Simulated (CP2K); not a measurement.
Consider thiirane at its PBE geometry (Å).

```xyz
7

C     0.7445   -0.0684   -0.0374
C    -0.7445   -0.0422   -0.0678
S    -0.0035    1.1468    1.0947
H     1.2344   -0.9153    0.4443
H     1.2834    0.3547   -0.8859
H    -1.2323    0.3974   -0.9388
H    -1.2818   -0.8730    0.3908
```

Method: CP2K XAS_TDP, all-electron GAPW, PBEh(45%), aug-cc-pVTZ, TDA, no relativity.

Question: Predict the bright core excitations at the C K edge.

Leading lines: C1 282.87 eV. The leading line of an atom is its first one with 35 % of the strongest within 2.5 eV of its lowest line over the strength cut. 

The first six lines of each atom with a strength over 0.0015:

```
                                atom  energy (eV)  states  strength, one atom
C1 (bonded to C, S and 2 H), 2 alike       282.87       1              0.0500
                                           284.82       1              0.0061
                                           285.21       1              0.0206
                                           285.24       1              0.0036
                                           285.84       1              0.0048
                                           286.87       1              0.0039
```

Lines are vertical, at one geometry, with no vibrational structure. Without a correction of the core level, line positions, and the gaps between valence and Rydberg lines, follow the share of exact exchange. At this level such K lines come out 3 to 6 eV under measured ones. These values hold no scalar relativity, about 0.1 eV for C 1s. Rydberg lines, and the discretised continuum above threshold, depend on the basis and the box.

[Banner, clock and machine lines of the logs are left out without a mark of their own.]

[Logs are printed without paths, hosts, clocks, repeated set-up lines and the standing remarks that a program may print on its own settings, such as how far it seeks lower states.]

[Hosts, paths, dates, database ids (printed as entryN), source tags and the programs' standing remarks are cut or masked in the printed files.]
